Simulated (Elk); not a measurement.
# Spin spirals in MnAu by the generalised Bloch theorem, part 2 of 2

Aim: the energy of spin spirals in MnAu along a path of wavevectors.

Elk 11.2.3 (patched build); LDA (Perdew-Wang); all-electron APW+lo, Dirac cores, scalar-relativistic bands.

So far. Step 2 (Reference state): After 24 cycles the largest moment stands at 3.77 μB.

**3. One pass at q = (0, 0.25, 0)**

One diagonalisation in the potential of q = 0; by the force theorem the spiral's energy is the band energy with the smearing's entropy term, less that of a like pass at q = 0. The total energy that such a pass prints is not self-consistent and is not used.

Contents of elk.in:

```
tasks
  1

xctype
  3

rgkmax
  7.0

nempty
  14

swidth
  0.005

reducebf
  0.5

epsengy
  1e-06

maxscl
  1

lmaxi
  2

spinsprl
  .true.

spinpol
  .true.

vqlss
  0.000000 0.250000 0.000000

sppath
  './'

avec
  6.06178422636 0.00000000000 0.00000000000
  0.00000000000 6.06178422636 0.00000000000
  0.00000000000 0.00000000000 6.06178422636

atoms
  2
  'Mn.in'
  1
  0.5000000000 0.5000000000 0.5000000000   -0.000105 0.000000 0.000000
  'Au.in'
  1
  0.0000000000 0.0000000000 0.0000000000   0.000000 0.000000 0.000000

ngridk
  8 8 8
```

Command:

```
OMP_NUM_THREADS=2 elk
```

Numbers of over 12 decimals in the logs are rounded to 6 here.

What it wrote:

```text
┌─────────────────────────┐
│ Elk code version 11.2.3 │
└─────────────────────────┘

All units are atomic (Hartree, Bohr, etc.)

┌──────────────────────────────────────────┐
│ Ground-state run resuming from STATE.OUT │
└──────────────────────────────────────────┘

Lattice vectors :
   6.061784226       0.000000000       0.000000000
   0.000000000       6.061784226       0.000000000
   0.000000000       0.000000000       6.061784226

Species : 1 (Mn)
 muffin-tin radius :    2.399842676
 atomic positions (lattice), magnetic fields (Cartesian) :
  1 :   0.00000000  0.00000000  0.00000000    0.00000000  0.00000000  0.00000000

Species : 2 (Au)
 muffin-tin radius :    2.799816456
 atomic positions (lattice), magnetic fields (Cartesian) :
  1 :   0.50000000  0.50000000  0.50000000    0.00000000  0.00000000  0.00000000

Total number of atoms per unit cell :    2
Total muffin-tin volume :    149.8286900
 ratio of muffin-tin to unit cell volume :   0.6726568398

Spin treatment :
 spin-polarised
 global magnetic field (Cartesian) :    0.000000000       0.000000000       0.000000000
 non-collinear magnetisation
 spin-spiral state assumed
  q-vector (lattice)   :    0.000000000      0.2500000000       0.000000000
  q-vector (Cartesian) :    0.000000000      0.2591310195       0.000000000
  q-vector length      :   0.2591310195

Number of Bravais lattice symmetries :    8
Number of crystal symmetries         :    8
Crystal has no inversion symmetry
Complex Hermitian eigensolver will be used

k-point grid :      8     8     8
k-point offset :    0.000000000       0.000000000       0.000000000
k-point set is reduced with full crystal symmetry group
Total number of k-points :      120

Muffin-tin radius times maximum |G+k| :    7.000000000
 using average radius
Maximum |G+k| for APW functions       :    2.692484189
Maximum (1/2)|G+k|²                   :    3.624735553
Maximum |G| for potential and density :    12.00000000
Constant for pseudocharge density :    8
 order of it for each species :   15  15
 order of it for pair densities of each species (exact exchange by exxq0 0: 15) :    8  11
Radial integration step length :    1

G-vector grid sizes :     24    24    24
Number of G-vectors :     6619

Maximum angular momentum used for
 APW functions            :    8
 outer part of muffin-tin :    6

Number of empty states         :     28
Total number of valence states :    104
Total number of core states    :     58

Third-order local-orbitals added for an l without core states : T
Total number of local-orbitals :     61

Exchange-correlation functional :      3     0     0
 Perdew-Wang/Ceperley-Alder, Phys. Rev. B 45, 13244 (1992)
 gradient requirement :    0
 local density approximation (LDA)

Smearing type :    3
 Fermi-Dirac
Smearing width :   0.5000000000E-02
Effective electronic temperature (K) :    1578.875124

Mixing type :    3
 Broyden mixing, J. Phys. A: Math. Gen. 17, L317 (1984)

Potential read in from STATE.OUT

┌──────────────────────────────┐
│ Self-consistent loop started │
└──────────────────────────────┘

┌─────────────────┐
│ Loop number : 1 │
└─────────────────┘

Reached self-consistent loops maximum

Energies :
 Fermi                       :     0.262352
 sum of occupied eigenvalues :     -12386.782129061
 electron kinetic            :      23039.562786206
 core electron kinetic       :      22034.930182561
 Coulomb                     :     -42828.423454861
 Coulomb potential           :     -34888.948625580
 nuclear-nuclear             :     -1868.1406929685
 electron-nuclear            :     -47078.681167519
 Hartree                     :      6118.3984056265
 Madelung                    :     -25383.949142072
 xc potential                :     -537.14727929282
 xc effective B-field        :    -0.250178
 external B-field            :      0.000000
 exchange                    :     -394.67366667242
 correlation                 :     -10.374291195215
 electron entropic           :    -0.31669564502041E-02
 total energy                :     -20193.911793479
 (external B-field energy excluded from total)

Density of states at Fermi energy :    38.06272935
 (states/Hartree/unit cell)

Estimated indirect band gap :   0.1810855813E-03
 from k-point 43 to k-point 60
Estimated direct band gap   :   0.3500768733E-02
 at k-point 101

Charges :
 core                        :    58.00000000
 valence                     :    46.00000000
 interstitial                :    1.936216300
 muffin-tins (core leakage)
  species : 1 (Mn)
   atom 1                    :    23.63162790     ( -0.3595670538E-05)
  species : 2 (Au)
   atom 1                    :    78.43215580     (  0.9257934792E-04)
 total in muffin-tins        :    102.0637837
 total calculated charge     :    103.9994919
 total charge                :    104.0000000
 error                       :   0.5080686619E-03

Moments :
 interstitial                :   0.1132821113     -0.1675098374E-04 -0.3371427027E-06
 muffin-tins
  species : 1 (Mn)
   atom 1                    :    3.789696695     -0.4754340177E-03 -0.2300281183E-05
  species : 2 (Au)
   atom 1                    :   0.5987186573E-01  0.1547767261E-03 -0.6952639914E-05
 total in muffin-tins        :    3.849568561     -0.3206572917E-03 -0.9252921097E-05
 total moment                :    3.962850672     -0.3374082754E-03 -0.9590063800E-05

┌──────────────────────────────┐
│ Self-consistent loop stopped │
└──────────────────────────────┘
```

It took 21 s on 2 threads of Intel Xeon Platinum 8559C (Emerald Rapids), shared host; peak memory 0.17 GiB.

This step gave:

```yaml
magnetization: 3.963, 0, 0 μB
final_state: spiral
largest_moment: 3.790 μB
```

Moments of a spiral are printed for the first cell, in the frame that turns with it; over the crystal the turning parts cancel.

By that sum this spiral lies -34.3 meV a seeded atom from q = 0.

**4. One pass at q = (0, 0.5, 0)**

Changes to elk.in since step 3:

```diff
@@ -34,3 +34,3 @@
 vqlss
-  0.000000 0.250000 0.000000
+  0.000000 0.500000 0.000000
```

Command:

```
OMP_NUM_THREADS=2 elk
```

What it wrote:

```text
┌─────────────────────────┐
│ Elk code version 11.2.3 │
└─────────────────────────┘

All units are atomic (Hartree, Bohr, etc.)

┌──────────────────────────────────────────┐
│ Ground-state run resuming from STATE.OUT │
└──────────────────────────────────────────┘

Lattice vectors :
   6.061784226       0.000000000       0.000000000
   0.000000000       6.061784226       0.000000000
   0.000000000       0.000000000       6.061784226

Species : 1 (Mn)
 muffin-tin radius :    2.399842676
[...]
error                       :   0.4841507796E-03

Moments :
 interstitial                :   0.9607784953E-01 -0.1426298276E-04 -0.1331704140E-05
 muffin-tins
  species : 1 (Mn)
   atom 1                    :    3.797481808     -0.4204842336E-03 -0.6217365529E-05
  species : 2 (Au)
   atom 1                    :   0.9174616149E-02  0.2328259883E-03  0.1053748564E-05
 total in muffin-tins        :    3.806656424     -0.1876582453E-03 -0.5163616964E-05
 total moment                :    3.902734274     -0.2019212281E-03 -0.6495321104E-05

┌──────────────────────────────┐
│ Self-consistent loop stopped │
└──────────────────────────────┘

[key lines of the parts left out:]
total energy                :     -20193.912450921
```

Run time: 22 s. Hardware: 2 threads; peak memory 0.21 GiB; 43 s of CPU time.

Numbers from this step:

| Property | Result |
| --- | --- |
| magnetization | 3.903, 0, 0 μB |
| final state | spiral |
| largest moment | 3.797 μB |

By that sum this spiral lies -77.8 meV a seeded atom from q = 0.

**5. All wavevectors**

Wavevectors, in fractions of the reciprocal vectors: (0, 0, 0); (0, 0.25, 0); (0, 0.5, 0); (0.25, 0.5, 0); (0.5, 0.5, 0); (0.25, 0.25, 0); (0, 0, 0); (0.25, 0.25, 0.25); (0.5, 0.5, 0.5). The path runs through Γ, X, M, Γ, R.

Energy less that at q = 0, frozen potential against path:

| path (Å⁻¹) | energy less that at q = 0, frozen potential (meV a seeded atom) |
| --- | --- |
| 0.00 | 0 |
| 0.49 | -34.3 |
| 0.98 | -77.8 |
| 1.47 | -9.94 |
| 1.96 | 81.6 |
| 2.65 | -21.8 |
| 3.34 | 0 |
| 4.19 | -28.5 |
| 5.04 | -70.6 |

**6. Summary of results**

```json
{"lowest point": "(0, 0.5, 0), -77.8 meV a seeded atom (frozen potential)", "highest point": "(0.5, 0.5, 0), 81.6 meV a seeded atom"}
```

A spiral at (0, 0.5, 0) lies 78 meV under the state at q = 0, so that state is unstable. There the moments alternate from cell to cell along b of this cell, a collinear order. The force theorem is exact for small turns only; a flat spiral at large q turns neighbours far. The mesh is the same for all points and was not tested: differences of a few meV, and of some ten in a metal, can be noise.

[Logs and program files are shortened in this print: banners, set-up blocks, solver, clock and traceback lines can be left out without a mark of their own.]

[Logs are printed without paths, hosts, clocks, repeated set-up lines and the standing remarks that a program may print on its own settings, such as how far it seeks lower states.]

[Hosts, paths, dates, database ids (printed as entryN), source tags and the programs' standing remarks are cut or masked in the printed files.]

[Where a cell is said to come from a database of computed structures, the database is the Materials Project.]
